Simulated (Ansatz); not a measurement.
# 1T-PbBrI monolayer in a perpendicular field, part 2 of 2

Aim: how the 1T-PbBrI monolayer screens a field along its normal, and what the field does to its bands. A positive field points along +c.

Ansatz 0.2.0; plane-wave DFT, PBE-D3(BJ), Ansatz PAW (set soft_1); PAW set soft_1.

So far. Step 2 (Relaxation): The lattice constant a goes from 4.142 to 4.473 Å.

## (3) Atoms held, field 0

A sawtooth potential applies the field, turning back in the middle of the vacuum. With the dipole correction the typed value is the field outside the slab. The induced dipole is small, so the SCF threshold is tight.

The cell differs from the one that the last finished run ended in (c 35.988 → 21.602 Å).

input.yaml

```yaml
crystal:
  lattice:
    - [4.4734785564, 0.0, 0.0]
    - [-2.2367392782, 3.8741460731, 0.0]
    - [0.0, 0.0, 21.6017605341]
  atoms:
    - { symbol: I, position: [0.6666666667, 0.3333333333, 0.4166327085] }
    - { symbol: Pb, position: [0.0, 0.0, 0.5073149402] }
    - { symbol: Br, position: [0.3333333333, 0.6666666667, 0.5833672915] }
kpoints:
  mp_grid: { grid: [12, 12, 1] }
  band_path:
    path: [[0, 0, 0], [0.5, 0, 0], [0.33333333, 0.33333333, 0], [0, 0, 0]]
    npoints: 16
hamiltonian:
  xc: pbe
  dispersion: d3bj
  pseudopotentials: { kind: paw, azcp: { folder: soft_1 } }
scf:
  occupations: { method: fermi_dirac, width: 0.02585 }
  convergence: { dr2_threshold: 1.0e-10 }
efield:
  axis: 3
  dipole_correction: true
  ramp_position: 0.97
  ramp_width: 0.06
  amplitude: 0
output:
  dos: { projected: true, e_range: [-6, 5] }
  write_potential: true
  write_density: true
  volumetric_format: npy
  elf: true
```

Started as:

```console
$ ansatz run input.yaml --threads 2 --pin off --max-ram 3072MiB --backend cpu --events-out ev --progress --plain --runs-dir out
```

Numbers of over 12 decimals in the logs are rounded to 6 here.

Output:

```text
[...]
Crystal: 3 atoms, lattice volume = 374.378 Å³
Basis set: ecut = 420 eV, 7303 PW (Γ)
Bands: 23, of which v1, the nominal top of the filled ones, is band 19 counted from 1 (18 counted from 0)
Symmetry: 6 space group operations
[...]
k-points: 19 of 144 (time reversal used)
[...]
SCF iter   1: F=—  HF=-22208.336657 eV  |F-HF|=—  |Δ(HF+E_count)|=         —  Δρ=1.06e-2  dr2=1.21e0  ethr=3.10e-3  p=-0.000 e·Å  D=-5.07e-8 V/Å  ΔV_dip=0.00 eV  dr2_dipole=1.29e-3  V_vac-E_F(+/−)=5.15/5.15 eV  ⟨swp⟩=10.2  Hψ=2835  notcnv=0
efield: sawtooth ramp at fractional position 0.9700 (set: `efield.ramp_position`, or a place that a band, a saddle search or an elastic batch's reference lends), width 0.0600; the density the first Hamiltonian is built on has a dipole p = -0.000 e·Å; the dipole correction subtracts the counter field D = -5.07e-8 V/Å, which shifts the + side's vacuum level by +0.00 eV against the − side's; the planar-averaged density in the ramp window peaks in size at 3.2e-6 e/Å³
[...]
SCF iter   2: F=—  HF=-22208.026721 eV  |F-HF|=—  |Δ(HF+E_count)|=   3.10e-1  Δρ=4.34e-3  dr2=1.06e-1  ethr=3.10e-3  p=-0.026 e·Å  D=-1.27e-2 V/Å  ΔV_dip=0.27 eV  dr2_dipole=7.79e-4  V_vac-E_F(+/−)=5.61/5.34 eV  ⟨swp⟩=3.2  Hψ=837  notcnv=0
[...]
SCF iter  11: F=-22208.018363 eV  HF=-22208.018363 eV  |F-HF|=1.46e-11  |Δ(HF+E_count)|=  2.76e-10  Δρ=1.02e-7  dr2=5.21e-11  ethr=1.00e-12  p=-0.024 e·Å  D=-1.16e-2 V/Å  ΔV_dip=0.25 eV  dr2_dipole=4.70e-14  V_vac-E_F(+/−)=5.37/5.12 eV  ⟨swp⟩=5.3  Hψ=1698  notcnv=0
SCF 1 converged in 11 iterations: F = -22208.018363 eV  dr2 = 5.21e-11
[...]
NSCF: frozen V_eff on 49 k-points
efield: sawtooth ramp at fractional position 0.9700 (kept from the solve that this one continues, or follows in the run), width 0.0600; the density the first Hamiltonian is built on has a dipole p = -0.024 e·Å; the dipole correction subtracts the counter field D = -1.16e-2 V/Å, which shifts the + side's vacuum level by +0.25 eV against the − side's; the planar-averaged density in the ramp window peaks in size at 3.1e-6 e/Å³
[...]
SCF converged after 11 iterations
Free energy (F): -22208.018363 eV
[...]
Internal energy: -22208.018363 eV  (E = F + TS)
E sigma→0 (E₀):  -22208.018363 eV
Fermi energy:    -1.912975 eV
Dipole field:    D = -0.011576 V/Å  (p = -0.023950 e·Å, saw-weighted, corrected)
Work function:   Φ+ = 5.3707 eV   Φ− = 5.1207 eV
Levels:          The Fermi level and band energies are counted from a zero that moves with the ramp; work functions are not
[...]
--- Band table (eV; the first three rows and the last of 19) ---
  k-point 0: bands = [... 15 lower, -4.4323, -3.6999, -3.6457, -3.6457, -0.5656, 0.6331, 0.6331, 2.6534]
  k-point 1: bands = [... 15 lower, -4.4247, -3.9357, -3.6709, -3.4852, -0.3677, 0.5462, 0.6946, 2.7810]
  k-point 2: bands = [... 15 lower, -4.4910, -4.2404, -3.7355, -3.3637, -0.0964, 0.6172, 0.8435, 2.9916]
  k-point 18: bands = [... 15 lower, -5.4678, -4.3314, -4.1764, -3.4291, 0.6989, 1.0421, 1.4991, 4.4130]
```

It took 15 s on 2 threads of Intel Xeon Platinum 8375C at 2.90GHz (Ice Lake), shared host; peak memory 0.83 GiB; 30 s of CPU time.

Reading the cycles: dr2 is the Hartree energy of the density residual (eV), the measure of convergence; HF is the Harris–Foulkes estimate of the energy, which meets the free energy F at convergence.

This step gave:

```yaml
dipole_along_the_normal: -0.02395 e·Å
gap_along_the_path: 2.764 eV
smallest_direct_gap_along_the_path: 3.065 eV
step_between_the_vacuum_levels: 0.2501 eV
ionisation_energy_upper_face: 6.787 eV
electron_affinity_upper_face: 4.023 eV
ionisation_energy_lower_face: 6.537 eV
gap_the_smaller_of_path_and_mesh: 2.764 eV
```

Running mean over a fixed 2.7 Å (it still follows the layers) of the planar mean; the ramp of the sawtooth is left out. Table of electron's electrostatic potential energy less the Fermi level by z:

z (Å), electron's electrostatic potential energy less the Fermi level (eV) and a bar from the least value:
```
      3.0       5.12 #############################
      3.5       5.12 #############################
      4.0       5.12 #############################
      4.5       5.12 #############################
      5.0       5.12 #############################
      5.5       5.11 #############################
      6.0       5.08 #############################
      6.5       4.92 #############################
      7.0       4.22 ##########################
      7.5       2.74 ######################
      8.0       1.11 #################
      8.5      -0.37 ############
      9.0      -1.61 #########
      9.5      -3.19 ####
     10.0      -4.03 #
     10.5      -4.05 #
     11.0      -3.95 #
     11.5      -4.41 
     12.0      -3.78 ##
     12.5      -1.95 ########
     13.0      -0.09 #############
     13.5       1.38 ##################
     14.0       3.14 #######################
     14.5       4.64 ############################
     15.0       5.22 ##############################
     15.5       5.34 ##############################
     16.0       5.36 ##############################
     16.5       5.37 ##############################
     17.0       5.37 ##############################
     17.5       5.37 ##############################
     18.0       5.37 ##############################
     18.5       5.37 ##############################
```

The density of states has structure finer than the step of the table below, so its rows give means over 0.25 eV, whole bins alone (the curve runs from -6 to 3.32 eV). Peaks (eV: height): -2.330: 17.3, -2.250: 13.8, -1.530: 11.4, -1.450: 10.2, 2.600: 9.67, 2.900: 9.86, 3.210: 10.3.

The density of states by energy, zero at the Fermi level of the run, which the smearing sets inside the gap; means over each step:

```tsv
energy (eV)	density of states (states/eV a cell)
-4.50	0
-4.25	0.935
-4.00	3.44
-3.75	2.27
-3.50	3.34
-3.25	5.67
-3.00	4.02
-2.75	2.49
-2.50	3.02
-2.25	8.34
-2.00	4.13
-1.75	3.26
-1.50	5.54
-1.25	0
-1.00	0
-0.75	0
-0.50	0
-0.25	0
0.00	0
0.25	0
0.50	0
0.75	0
1.00	0
1.25	0.00515
1.50	0.276
1.75	0.670
2.00	2.67
2.25	2.17
2.50	4.26
2.75	3.22
3.00	5.96
```

Projected DOS per atom over height of the atomic layer and energy from the Fermi level. Layers: I Pb Br from below.

Values in states/eV, 22 rows by 3 columns, each cell a mean:
```
0.75 3.55 0.65
0.51 3.00 0.44
0.38 1.91 0.31
0.19 1.17 0.14
0.02 0.16 0.01
0.00 0.00 0.00
0.00 0.00 0.00
0.00 0.00 0.00
0.00 0.00 0.00
0.00 0.00 0.00
0.00 0.00 0.00
2.20 0.62 1.38
2.99 0.22 0.94
3.65 0.14 2.45
0.56 0.33 1.89
1.25 0.99 3.07
0.71 0.71 1.49
0.66 0.73 1.06
0.00 0.00 0.00
0.00 0.00 0.00
0.00 0.00 0.00
0.00 0.00 0.00
```
Columns: height of the atomic layer (Å) from 9 to 12.6 (not evenly spaced); rows upwards: energy from the Fermi level (eV) from -5.96 to 3.31.

Electronic bands along the path, in eV, zero at the Fermi level of the run, which the smearing sets inside the gap:

```tsv
point	band 16	band 17	band 18	band 19	band 20	band 21	band 22	band 23
Γ	-2.52	-1.79	-1.73	-1.73	1.35	2.55	2.55	4.57
halfway	-2.87	-2.35	-1.90	-1.51	1.90	2.90	2.92	5.11
M	-3.18	-2.29	-2.05	-1.93	2.06	3.10	3.19	4.82
halfway	-3.27	-2.34	-2.26	-1.63	2.47	2.91	3.27	5.32
K	-3.55	-2.42	-2.26	-1.52	2.61	2.96	3.41	6.33
halfway	-2.79	-2.35	-2.10	-1.43	2.27	2.61	3.07	5.35
Γ	-2.52	-1.79	-1.73	-1.73	1.35	2.55	2.55	4.57
```

ELF in the ca plane at fractional y = 0.000, with atoms of Pb within 0.2 Å of it. It is the smooth field of the valence electrons, not physical close to the nuclei.

Ten even steps from '0' (0.00) to '9' (0.76), each cell a mean:
```
00000000000000000000024510255200000000000000
00000000000000000011113554553100000000000000
00000000000000001344322355432122100000000000
00000000000000124678763222223565421000000000
00000000000000146899986211136888642000000000
00000000000000247999997310158999752100000000
00000000000000247899997310147998742100000000
00000000000000135789974211124677531000000000
00000000000000013466542234322333210000000000
00000000000000000122213455542111000000000000
00000000000000000000024531354200000000000000
00000000000000000000025400155300000000000000
```
Columns run along c (16.0 Å, from fractional 0.09 to 0.83 of the cell), rows up along a (4.5 Å). Atoms in or near the plane, at fractional coordinates: Pb at (0.51, 0.00).

Electrostatic potential energy in the ca plane at fractional y = 0.000, with atoms of Pb within 0.2 Å of it. With pseudopotentials it is smooth inside the atoms' cores, unlike the true potential.

Values in eV, 7 rows by 16 columns, each cell a mean:
```
  3   3   3   3   3   1 -22 -37 -12   2   3   3   3   3   3   3
  3   3   3   3   2   1  -6 -16  -2   2   3   3   3   3   3   3
  3   3   3   3   1  -1   0  -1   0   2   3   3   3   3   3   3
  3   3   3   3   1  -2   1   1   1   1   3   3   3   3   3   3
  3   3   3   3   2   0  -1  -2   0   2   3   3   3   3   3   3
  3   3   3   3   3   1 -11 -26  -5   2   3   3   3   3   3   3
  3   3   3   3   3   0 -25 -37 -15   2   3   3   3   3   3   3
```
Columns run along c (16.0 Å, from fractional 0.18 to 0.92 of the cell; values clipped at the 3rd and 97th percentile), rows up along a (4.5 Å). Atoms in or near the plane, at fractional coordinates: Pb at (0.51, 0.00).

Valence density in the ca plane at fractional y = 0.000, with atoms of Pb within 0.2 Å of it. It is the smooth field of the valence electrons, not physical close to the nuclei.

Values in e/Å³, 7 rows by 16 columns, each cell a mean:
```
0.0 0.0 0.0 0.0 0.0 0.1 1.3 4.2 0.5 0.0 0.0 0.0 0.0 0.0 0.0 0.0
0.0 0.0 0.0 0.0 0.0 0.1 0.3 0.6 0.1 0.0 0.0 0.0 0.0 0.0 0.0 0.0
0.0 0.0 0.0 0.0 0.1 0.2 0.1 0.1 0.1 0.1 0.0 0.0 0.0 0.0 0.0 0.0
0.0 0.0 0.0 0.0 0.1 0.2 0.1 0.1 0.2 0.1 0.0 0.0 0.0 0.0 0.0 0.0
0.0 0.0 0.0 0.0 0.1 0.2 0.1 0.1 0.1 0.1 0.0 0.0 0.0 0.0 0.0 0.0
0.0 0.0 0.0 0.0 0.0 0.1 0.4 1.3 0.2 0.0 0.0 0.0 0.0 0.0 0.0 0.0
0.0 0.0 0.0 0.0 0.0 0.0 1.6 5.4 0.6 0.0 0.0 0.0 0.0 0.0 0.0 0.0
```
Columns run along c (16.0 Å, from fractional 0.18 to 0.92 of the cell), rows up along a (4.5 Å). Atoms in or near the plane, at fractional coordinates: Pb at (0.51, 0.00).

The gap is 2.76 eV, with the valence edge 6.79 eV and the conduction edge 4.02 eV under the upper vacuum level. Spin-orbit coupling, left out in this run, matters for the bands of elements this heavy.

## (4) Single point, field 0.1 V/Å

Changes to input.yaml since step 3:

```diff
@@ -24,7 +24,6 @@
   dipole_correction: true
-  ramp_position: 0.97
-  ramp_width: 0.06
-  amplitude: 0
+  ramp_position: 0.9306
+  ramp_width: 0.1389
+  amplitude: 0.1
 output:
-  dos: { projected: true, e_range: [-6, 5] }
   write_potential: true
@@ -32,2 +31 @@
   volumetric_format: npy
-  elf: true
```

Output:

```text
[...]
Crystal: 3 atoms, lattice volume = 374.378 Å³
Basis set: ecut = 420 eV, 7303 PW (Γ)
Bands: 23, of which v1, the nominal top of the filled ones, is band 19 counted from 1 (18 counted from 0)
Symmetry: 6 space group operations
[...]
k-points: 19 of 144 (time reversal used)
[...]
--- Band table (eV; the first three rows and the last of 19) ---
  k-point 0: bands = [... 15 lower, -4.4321, -3.7182, -3.6733, -3.6733, -0.5762, 0.6226, 0.6226, 2.4333]
  k-point 1: bands = [... 15 lower, -4.4253, -3.9612, -3.6977, -3.5031, -0.3774, 0.5338, 0.6841, 2.5352]
  k-point 2: bands = [... 15 lower, -4.4926, -4.2641, -3.7604, -3.3786, -0.1042, 0.6021, 0.8329, 2.7466]
  k-point 18: bands = [... 15 lower, -5.4756, -4.3380, -4.1979, -3.4407, 0.6872, 1.0291, 1.4880, 4.3547]
[key lines of the parts left out:]
SCF converged after 11 iterations
Free energy (F): -22208.018481 eV
Fermi energy:    -1.925385 eV
Dipole field:    D = 0.012724 V/Å  (p = 0.026326 e·Å, saw-weighted, corrected)
```

Wall time 15 s (2 threads); peak memory 0.73 GiB.

The dipole is 0.0263 e·Å, 0.0503 e·Å from its value without field, and the gap 2.767 eV.

## (5) Single point, field -0.1 V/Å

Changes to input.yaml since step 4:

```diff
@@ -26,3 +26,3 @@
   ramp_width: 0.1389
-  amplitude: 0.1
+  amplitude: -0.1
 output:
```

Output:

```text
[...]
Crystal: 3 atoms, lattice volume = 374.378 Å³
Basis set: ecut = 420 eV, 7303 PW (Γ)
Bands: 23, of which v1, the nominal top of the filled ones, is band 19 counted from 1 (18 counted from 0)
Symmetry: 6 space group operations
[...]
k-points: 19 of 144 (time reversal used)
[...]
--- Band table (eV; the first three rows and the last of 19) ---
  k-point 0: bands = [... 15 lower, -4.4352, -3.6810, -3.6191, -3.6191, -0.5562, 0.6427, 0.6427, 2.6481]
  k-point 1: bands = [... 15 lower, -4.4260, -3.9106, -3.6450, -3.4674, -0.3593, 0.5573, 0.7042, 2.7698]
  k-point 2: bands = [... 15 lower, -4.4915, -4.2166, -3.7113, -3.3491, -0.0900, 0.6307, 0.8532, 2.9833]
  k-point 18: bands = [... 15 lower, -5.4612, -4.3252, -4.1554, -3.4181, 0.7094, 1.0541, 1.5092, 4.4540]
[key lines of the parts left out:]
SCF converged after 11 iterations
Free energy (F): -22208.023270 eV
Fermi energy:    -1.901313 eV
Dipole field:    D = -0.035867 V/Å  (p = -0.074207 e·Å, saw-weighted, corrected)
```

Elapsed: 15 s, on 2 threads; peak memory 0.72 GiB; 30 s of CPU time.

The dipole is -0.0742 e·Å, -0.0503 e·Å from its value without field, and the gap 2.759 eV.

## (6) Response, atoms held

This step: plane-wave DFT, PBE-D3(BJ), Ansatz PAW (set soft_1); response to a field along the normal, atoms held; PAW set soft_1 (Ansatz 0.2.0).

The dipoles give the slope, and the difference of two potentials shows where the field is screened.

This step gave:

```
equivalent conductor thickness p/(ε₀AE) : 5.248 Å
distance between the outer atoms        : 3.602 Å
```

The dipole of the cell by applied field:

```tsv
applied field (V/Å)	dipole of the cell (e·Å)
-0.1000	-0.0742
0.0000	-0.0239
0.1000	0.0263
```

Local field over the applied field, running mean. From the potentials at -0.1 and 0.1 V/Å; running mean over 2.5 Å. Local field over applied field against z:

```tsv
z (Å)	local field over applied field
4.5	0.999
5.0	0.996
5.5	0.987
6.0	0.963
6.5	0.906
7.0	0.794
7.5	0.640
8.0	0.468
8.5	0.303
9.0	0.177
9.5	0.112
10.0	0.0960
10.5	0.0978
11.0	0.107
11.5	0.127
12.0	0.163
12.5	0.241
13.0	0.374
13.5	0.535
14.0	0.694
14.5	0.833
15.0	0.928
15.5	0.974
16.0	0.992
16.5	0.997
17.0	0.999
17.5	1.000
```

Electrons, planar mean, per unit field. Table of induced electron density by z:

```tsv
z (Å)	induced electron density (e/Å³ per V/Å)
4.5	5.0e-6
5.0	1.7e-5
5.5	5.5e-5
6.0	1.7e-4
6.5	4.8e-4
7.0	0.00124
7.5	0.00259
8.0	0.00324
8.5	0.00170
9.0	8.5e-4
9.5	8.5e-5
10.0	-4.5e-4
10.5	-4.8e-4
11.0	1.5e-4
11.5	4.2e-4
12.0	-4.6e-4
12.5	-9.9e-4
13.0	-0.00178
13.5	-0.00314
14.0	-0.00222
14.5	-9.7e-4
15.0	-3.5e-4
15.5	-1.1e-4
16.0	-3.5e-5
16.5	-1.0e-5
17.0	-2.8e-6
17.5	-7.6e-7
```

The smaller of the gaps on the path and on the k-mesh, counted as 0 under 0.03 eV. Table of gap by applied field:

```tsv
applied field (V/Å)	gap (eV)
-0.1000	2.76
0.0000	2.76
0.1000	2.77
```

By hand: between -0.1 and 0.1 V/Å the dipole changes by 0.1005 e·Å, a slope of 0.5027 e·Å²/V. A perfect conductor of thickness t has p = ε₀AEt, so t = 180.95 × 0.5027 / 17.331 = 5.25 Å (e/ε₀ = 180.95 V·Å, A in Å²).

The induced dipole is that of a conductor 5.25 Å thick.

## (7) Outcome

* gap without field: 2.76 eV
* ionisation energy, upper face: 6.79 eV
* electron affinity, upper face: 4.02 eV
* step between the vacuum levels: 0.250 eV
* equivalent conductor thickness, atoms held: 5.25 Å

What this shows: The induced dipole equals that of a perfect conductor 5.25 Å thick, while the outer atoms lie 3.60 Å apart; an out-of-plane ε follows only once a thickness t is chosen, by 1 − 1/ε = 5.25 Å / t. The two faces differ: the vacuum level above lies 0.25 eV higher than the one below. The gap stays within 0.01 eV of 2.76 eV over the fields run, up to 0.1 V/Å in size. Semilocal functionals give gaps that are too small, and excitons are not included. Spin-orbit coupling is left out, which matters for the bands of elements this heavy.

[Logs are printed without paths, hosts, clocks, repeated set-up lines and the standing remarks that a program may print on its own settings, such as how far it seeks lower states.]

[Hosts, paths, dates, database ids (printed as entryN), source tags and the programs' standing remarks are cut or masked in the printed files.]

[Maps of the electrostatic potential energy from Ansatz leave out the sawtooth potential of an applied field or a dipole correction, so their vacuum need not be flat; planar profiles and work functions include it.]

[The density of states shown here was stored with 400 of the rows of the run's finer table, so its peaks can read low, often by over a quarter, or be missed, and its means over a window can be off by a tenth or more.]
